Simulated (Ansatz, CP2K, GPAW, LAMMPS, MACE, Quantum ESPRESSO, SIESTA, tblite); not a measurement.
**Quantum ESPRESSO on aqueous Ca2+ and HSO4-, 2.3 mol of salt per kg of water at 360 K (85 atoms): settings compared**

How far do other settings of Quantum ESPRESSO move the forces in aqueous Ca2+ and HSO4-, 2.3 mol of salt per kg of water at 360 K (85 atoms)? One run of the same program serves as the yardstick.

Method: the method is named at each step, in Quantum ESPRESSO 7.5.

## 1. The starting structure

The cell holds 85 atoms: 32 O, 2 S, 50 H and 1 Ca. Its edges and angles: a = 9.346 Å, b = 9.346 Å, c = 9.346 Å, α = 90.0°, β = 90.0°, γ = 90.0°. 24 H2O, 1 Ca2+, 2 HSO4- placed at random, at 1.36 g/cm³; overlaps pushed apart, then 10 ps at 420 K with divalent ions of Li, Roberts, Chakravorty and Merz (J. Chem. Theory Comput. 9, 2733 (2013)); MMFF94 bonds, angles, torsions, charges and radii (Halgren, J. Comput. Chem. 17, 490 (1996)) in harmonic and 12-6 forms; SPC/E water (Berendsen, Grigera and Straatsma, J. Phys. Chem. 91, 6269 (1987)). Snapshot after 20 ps at 360 K and fixed volume.

The yardstick, on the same geometry:

```
method                                           : Kohn-Sham DFT, PBE, SSSP efficiency 1.3.0 pseudopotentials, plane waves (Quantum ESPRESSO 7.5); sssp-pbe-1.3.0-efficiency, cutoffs 60/480 Ry, Γ point
r.m.s. force component                           : 0.6261 eV/Å
longest force                                    : 2.241 eV/Å
pressure                                         : -1.035 GPa
gap (highest filled to lowest empty level) : 4.103 eV
time                                             : 2 min on 2 MPI ranks of Arm Neoverse V1, shared host
CPU time                                         : 4.1 min
```

## 2. PBE, gbrv-1.5, 40/200 Ry

Method: Kohn-Sham DFT, PBE, GBRV 1.5 ultrasoft pseudopotentials, plane waves.

pw.in

```
&control
  calculation = 'scf'
  pseudo_dir = './pseudo'
  outdir = './tmp'
  disk_io = 'none'
  tprnfor = .true.
  tstress = .true.
/
&system
  ibrav = 0
  nat = 85
  ntyp = 4
  ecutwfc = 40
  ecutrho = 200
  nosym = .true.
  occupations = 'smearing'
  smearing = 'fd'
  degauss = 0.003675
/
&electrons
  conv_thr = 4.3e-07
  electron_maxstep = 100
  mixing_beta = 0.4
  mixing_mode = 'plain'
  diagonalization = 'david'
/
ATOMIC_SPECIES
O 15.999 O.upf
S 32.060 S.upf
H 1.008 H.upf
Ca 40.078 Ca.upf
CELL_PARAMETERS angstrom
9.34568 0.00000 0.00000
0.00000 9.34568 0.00000
0.00000 0.00000 9.34568
ATOMIC_POSITIONS crystal
O 0.28254 0.70154 0.95248
S 0.26159 0.59508 0.08749
O 0.10449 0.58309 0.10119
O 0.33140 0.66172 0.21322
O 0.33117 0.46480 0.03732
H 0.24212 0.79783 0.98529
O 0.62533 0.06097 0.91682
S 0.78551 0.00181 0.93332
O 0.85855 0.04441 0.80405
O 0.76420 0.84371 0.93995
O 0.83143 0.07617 0.05960
H 0.61686 0.16300 0.94527
O 0.26048 0.91305 0.51607
H 0.30529 0.96631 0.59734
H 0.33184 0.90181 0.43713
O 0.69418 0.48456 0.60975
H 0.75887 0.39938 0.60698
H 0.61093 0.46405 0.67377
O 0.61383 0.79429 0.68563
H 0.51771 0.84129 0.68659
H 0.64960 0.78420 0.78597
O 0.39794 0.02735 0.73704
H 0.32362 0.08991 0.78189
H 0.49367 0.04981 0.77924
O 0.33916 0.48815 0.41903
H 0.34718 0.54788 0.33061
H 0.29812 0.54714 0.49831
O 0.65675 0.52160 0.30123
H 0.71494 0.50478 0.21303
H 0.60295 0.43248 0.32600
O 0.71515 0.24860 0.32232
H 0.74115 0.24796 0.42611
H 0.79855 0.21476 0.26445
O 0.82437 0.81120 0.24524
H 0.85341 0.91081 0.21908
H 0.80036 0.75657 0.15642
O 0.87972 0.25224 0.60637
H 0.88983 0.18400 0.68816
H 0.97550 0.29340 0.58222
O 0.27349 0.96041 0.08560
H 0.19484 0.01936 0.12790
H 0.35009 0.94536 0.15878
O 0.81628 0.95566 0.50956
H 0.88532 0.00719 0.44610
H 0.83650 0.98030 0.61170
O 0.25086 0.62401 0.67173
H 0.28654 0.64905 0.76945
H 0.24591 0.71252 0.61181
O 0.09210 0.20590 0.09506
H 0.99443 0.20314 0.05145
H 0.12792 0.30672 0.09597
O 0.00708 0.10522 0.35030
H 0.04518 0.12227 0.25178
H 0.06533 0.16038 0.42111
O 0.45560 0.42437 0.75299
H 0.41589 0.43882 0.85130
[... 25 atom lines left out ...]
O 0.14085 0.16631 0.78510
H 0.14558 0.21858 0.87835
H 0.06649 0.08960 0.79095
Ca 0.76055 0.70127 0.47755
K_POINTS gamma
```

The run is started by

```
$ OMP_NUM_THREADS=1 mpirun -np 2 pw.x -in pw.in > output.txt
```

What it wrote:

```text
Program PWSCF
     gamma-point specific algorithms are used
     Parallelization info
     sticks:   dense  smooth     PW     G-vecs:    dense   smooth      PW
     Min        2478    1991    493               131553    94089   11791
     Max        2479    1994    496               131562    94094   11792
     Sum        4957    3985    989               263115   188183   23583
     bravais-lattice index     =            0
     lattice parameter (alat)  =      17.6608  a.u.
     unit-cell volume          =    5508.4488 (a.u.)^3
     number of atoms/cell      =           85
     number of atomic types    =            4
     number of electrons       =       264.00
     number of Kohn-Sham states=          158
     kinetic-energy cutoff     =      40.0000  Ry
     charge density cutoff     =     200.0000  Ry
     scf convergence threshold =      4.3E-07
     mixing beta               =       0.4000
     number of iterations used =            8  plain     mixing
     Exchange-correlation= SLA  PW   PBE  PBE
                           (   1   4   3   4   0   0   0)
     crystal axes: (cart. coord. in units of alat)
               a(1) = (   1.000000   0.000000   0.000000 )
               a(2) = (   0.000000   1.000000   0.000000 )
               a(3) = (   0.000000   0.000000   1.000000 )
     reciprocal axes: (cart. coord. in units 2 pi/alat)
               b(1) = (  1.000000  0.000000  0.000000 )
               b(2) = (  0.000000  1.000000  0.000000 )
               b(3) = (  0.000000  0.000000  1.000000 )
     PseudoPot. # 1 for O :
     Pseudo is Ultrasoft + core correction, Zval =  6.0
     PseudoPot. # 2 for S :
     Pseudo is Ultrasoft + core correction, Zval =  6.0
     PseudoPot. # 3 for H :
     Pseudo is Ultrasoft, Zval =  1.0
     PseudoPot. # 4 for Ca:
     Pseudo is Ultrasoft + core correction, Zval = 10.0
     atomic species   valence    mass     pseudopotential
     O                 6.00    15.99900     O ( 1.00)
     S                 6.00    32.06000     S ( 1.00)
     H                 1.00     1.00800     H ( 1.00)
     Ca               10.00    40.07800     Ca( 1.00)
     No symmetry found
   Cartesian axes
     number of k points=     1  Fermi-Dirac smearing, width (Ry)=  0.0037
                       cart. coord. in units 2pi/alat
        k(    1) = (   0.0000000   0.0000000   0.0000000), wk =   2.0000000
     Dense  grid:   131558 G-vectors     FFT dimensions: (  80,  80,  80)
     Smooth grid:    94092 G-vectors     FFT dimensions: (  72,  72,  72)
     Check: negative core charge=   -0.000003
     Initial potential from superposition of free atoms
     starting charge     263.9940, renormalised to     264.0000
     Starting wfcs are  196 randomized atomic wfcs
     Self-consistent Calculation
     iteration #  1     ecut=    40.00 Ry     beta= 0.40
     total energy              =   -1214.24669464 Ry
     estimated scf accuracy    <      11.30036073 Ry
     iteration #  2     ecut=    40.00 Ry     beta= 0.40
     total energy              =   -1216.73141710 Ry
     estimated scf accuracy    <       0.55406147 Ry
     iteration #  3     ecut=    40.00 Ry     beta= 0.40
     total energy              =   -1216.71589775 Ry
     estimated scf accuracy    <       0.19684454 Ry
     iteration #  4     ecut=    40.00 Ry     beta= 0.40
     total energy              =   -1216.72939582 Ry
     estimated scf accuracy    <       0.03197584 Ry
     iteration #  5     ecut=    40.00 Ry     beta= 0.40
     total energy              =   -1216.73279866 Ry
     estimated scf accuracy    <       0.00161657 Ry
     iteration #  6     ecut=    40.00 Ry     beta= 0.40
     total energy              =   -1216.73335246 Ry
     estimated scf accuracy    <       0.00024123 Ry
     iteration #  7     ecut=    40.00 Ry     beta= 0.40
     total energy              =   -1216.73340853 Ry
     estimated scf accuracy    <       0.00002508 Ry
     iteration #  8     ecut=    40.00 Ry     beta= 0.40
     total energy              =   -1216.73340936 Ry
     estimated scf accuracy    <       0.00000907 Ry
     iteration #  9     ecut=    40.00 Ry     beta= 0.40
     End of self-consistent calculation
          k = 0.0000 0.0000 0.0000 ( 11792 PWs)   bands (ev):
   -38.2998 -24.7247 -24.5534 -21.0286 -20.9747 -20.7365 -20.7277 -20.6031
   -20.4707 -20.3502 -20.2810 -20.1201 -19.9101 -19.8863 -19.8621 -19.8367
   -19.7753 -19.7039 -19.6643 -19.6437 -19.5405 -19.4930 -19.4562 -19.3203
   -19.3077 -19.1554 -19.1424 -19.0402 -19.0235 -18.9781 -18.8994 -18.8469
   -18.6770 -18.5790 -18.5604 -18.3685 -11.3545 -11.1718  -9.2225  -9.0635
    -8.9715  -8.8453  -8.6770  -8.4472  -8.3655  -8.2446  -8.1860  -8.0894
    -8.0218  -8.0050  -7.8872  -7.8107  -7.7617  -7.6996  -7.6087  -7.5631
    -7.4242  -7.3957  -7.3014  -7.2360  -7.1529  -7.0733  -6.9864  -6.9471
    -6.9197  -6.8707  -6.7842  -6.6841  -6.1964  -6.0021  -5.1355  -5.1215
    -4.9690  -4.9524  -4.8546  -4.7548  -4.6967  -4.6359  -4.5678  -4.5140
    -4.4407  -4.3522  -4.2816  -4.2522  -4.1912  -4.1180  -4.0605  -4.0295
    -3.9284  -3.8246  -3.7393  -3.7085  -3.6689  -3.5208  -3.5026  -3.4184
    -3.3144  -3.1724  -3.0645  -2.9973  -2.9626  -2.8467  -2.7502  -2.6571
    -2.5385  -2.5180  -2.4226  -2.3880  -2.3211  -2.2666  -2.2110  -2.1700
    -2.1506  -2.1103  -2.0590  -2.0422  -1.9364  -1.9249  -1.8361  -1.8002
    -1.7756  -1.6845  -1.6440  -1.6325  -1.5772  -1.4216  -1.2867  -1.2103
    -1.1394  -1.0570  -0.9324  -0.8522   3.2825   5.1468   5.2810   5.2870
     5.4558   5.5734   5.6056   5.8341   5.9996   6.2188   6.4060   6.4926
     6.5719   6.6174   6.7403   6.8077   6.8980   7.0057   7.1436   7.1919
     7.2844   7.3700   7.4665   7.5070   7.5529   7.6958
     the Fermi energy is     0.8527 ev
!    total energy              =   -1216.73341121 Ry
     estimated scf accuracy    <       0.00000031 Ry
     smearing contrib. (-TS)   =      -0.00000000 Ry
     internal energy E=F+TS    =   -1216.73341121 Ry
     The total energy is F=E-TS. E is the sum of the following terms:
     one-electron contribution =    -907.37286315 Ry
     hartree contribution      =     550.14426897 Ry
     xc contribution           =    -298.88693043 Ry
     ewald contribution        =    -560.61788661 Ry
     convergence has been achieved in   9 iterations
     Forces acting on atoms (cartesian axes, Ry/au):
     atom    1 type  1   force =     0.00027036    0.01681535    0.02373920
     atom    2 type  2   force =    -0.04674315    0.05200016   -0.00079057
     atom    3 type  1   force =     0.02054449   -0.01694153    0.00640559
     atom    4 type  1   force =    -0.01356051   -0.00158148   -0.04621742
     atom    5 type  1   force =     0.00079072   -0.02684194   -0.01261428
     atom    6 type  3   force =     0.02563613    0.00299815    0.00011166
     atom    7 type  1   force =    -0.02457009   -0.02685170   -0.02599480
     atom    8 type  2   force =    -0.08318306   -0.01504951   -0.01048613
     atom    9 type  1   force =     0.05075924   -0.00661949   -0.04295260
     atom   10 type  1   force =     0.02082938    0.06041977   -0.00068741
     atom   11 type  1   force =     0.05311339   -0.00160974    0.06283456
     atom   12 type  3   force =     0.00235158    0.01733384    0.02481570
[...]
atom   81 type  3   force =    -0.00382000    0.01878272   -0.02350128
     atom   82 type  1   force =     0.01683640   -0.01148948    0.00520892
     atom   83 type  3   force =    -0.01991058   -0.02855047   -0.02165284
     atom   84 type  3   force =     0.01568445    0.02811651    0.01722028
     atom   85 type  4   force =    -0.01038230    0.00071550   -0.00025905
     Total force =     0.323876     Total SCF correction =     0.001227
     Computing stress (Cartesian axis) and pressure
          total   stress  (Ry/bohr**3)                   (kbar)     P=        4.06
  -0.00000555   0.00000381  -0.00000664           -0.82        0.56       -0.98
   0.00000381   0.00007494  -0.00002412            0.56       11.02       -3.55
  -0.00000664  -0.00002412   0.00001334           -0.98       -3.55        1.96
     Message from routine punch:
     Nothing written, as per user request (disk_io='none')
```

Elapsed: 44 s, on 2 MPI ranks of Arm Neoverse V1, shared host; peak memory 0.74 GiB.

Banners, paths, timers and routine set-up lines are dropped from the logs unmarked, and long logs keep their key lines alone; longer cuts are marked.

Against the reference:

```
r.m.s. force component                           : 0.5215 eV/Å
r.m.s. difference of force components            : 202.2 meV/Å
longest difference of force vectors              : 421.1 meV/Å
force difference over r.m.s. force               : 32.3 %
slope of forces against the reference's          : 0.7947
correlation of force components                  : 0.9541
gap (highest filled to lowest empty level) : 4.135 eV
gap difference                                   : 0.0321 eV
pressure                                         : 0.4053 GPa
pressure difference                              : 1.441 GPa
```

This run lies far from the reference in forces at the same functional.

Length of the force difference by element (eV/Å):

| element | atoms | mean | most |
| --- | --- | --- | --- |
| Ca | 1 | 0.0035 | 0.0035 |
| H | 50 | 0.35 | 0.38 |
| O | 32 | 0.34 | 0.42 |
| S | 2 | 0.047 | 0.052 |

Levels nearest the highest filled one (eV from it): -0.92, -0.83, -0.79, -0.78, -0.72, -0.57, -0.43, -0.36, -0.29, -0.20, -0.08, 0.00, 4.13, 6.00, 6.13, 6.14, 6.31, 6.43, 6.46, 6.69, 6.85, 7.07, 7.26, 7.34.

A closer look about S8, which bears the longest force: 9 atoms, nearest first, numbered in the order of the input, with positions taken from that point.

| atom | x | y | z | distance (Å) | bonds | Fx | Fy | Fz (eV/Å) |
| --- | --- | --- | --- | --- | --- | --- | --- | --- |
| S8 | 0.00 | 0.00 | 0.00 | 0.00 | 4 | -2.14 | -0.39 | -0.27 |
| O11 | 0.43 | 0.69 | 1.18 | 1.44 | 1 | 1.37 | -0.04 | 1.62 |
| O9 | 0.68 | 0.40 | -1.21 | 1.44 | 1 | 1.31 | -0.17 | -1.10 |
| O10 | -0.20 | -1.48 | 0.06 | 1.49 | 1 | 0.54 | 1.55 | -0.02 |
| O7 | -1.50 | 0.55 | -0.15 | 1.60 | 2 | -0.63 | -0.69 | -0.67 |
| H12 | -1.58 | 1.51 | 0.11 | 2.18 | 1 | 0.06 | 0.45 | 0.64 |
| H21 | -1.27 | -2.03 | -1.38 | 2.77 | 1 | -0.55 | 0.29 | -0.68 |
| H35 | 0.63 | -0.85 | 2.67 | 2.87 | 1 | -0.35 | -0.98 | -0.07 |
| H77 | 1.28 | -2.16 | -1.44 | 2.90 | 1 | 0.41 | -0.62 | -0.70 |

Forces lie 32 % from the reference's, at 0.36 times its CPU time.

## 3. Outcome

```yaml
force_difference_from_the_reference: QE PBE, gbrv-1.5, 40/200 Ry, 32 %
its_cpu_time: 87 s
```

PBE on plane waves or a grid with other potentials, cutoffs or grids differs from the reference by 32 % (QE PBE, gbrv-1.5, 40/200 Ry) of the r.m.s. force; potentials, valence shells or grid differ, and the table alone doesn't part them. One electronic-structure run takes under half the reference's CPU time: QE PBE, gbrv-1.5, 40/200 Ry, at 32 % in 87 s against 4.1 min. In QE PBE, gbrv-1.5, 40/200 Ry the difference has nearly one length on every H (0.35 eV/Å) and points along its bond, outwards: this method prefers longer bonds, and stiff bonds to hydrogen turn a small shift into a large force. At the same functional, the gap of QE PBE, gbrv-1.5, 40/200 Ry lies 0.03 eV above the reference's 4.10 eV. With short bonds to hydrogen, sets of potentials differ among themselves by several per cent in forces even at converged cutoffs, so the reference isn't exact here either. GBRV, made for solids, lies farthest in such cells, whatever the cutoff. The reference's pressure holds the uncorrected Pulay stress of its 60 Ry basis, so small pressure differences, and their order, may be the reference's own error. The network of contacts between molecules at the start is that of the classical potential that made the cell, and needn't be the one that DFT or experiment would give. The concentration wasn't checked against solubility and may exceed it. The reference's PBE has no dispersion term, which matters for the binding between molecules or layers. The density was typed from a rule of thumb and may lie off the real one at this temperature. The electronic-structure runs sample only Γ, in a cell whose shortest periodic width is 9 Å.

[Also dropped from logs without a mark: logging warnings of Python, and SIESTA's first energy breakdown and zero terms.]

[Logs are printed without paths, hosts, clocks, repeated set-up lines and the standing remarks that a program may print on its own settings, such as how far it seeks lower states.]

[Hosts, paths, dates, database ids (printed as entryN), source tags and the programs' standing remarks are cut or masked in the printed files.]

[The MMFF94 radii named for the starting cell were scaled by 0.96; in molecules described by MMFF94, hydrogen bound to N, O or S took a small fixed 12-6 site in their place.]
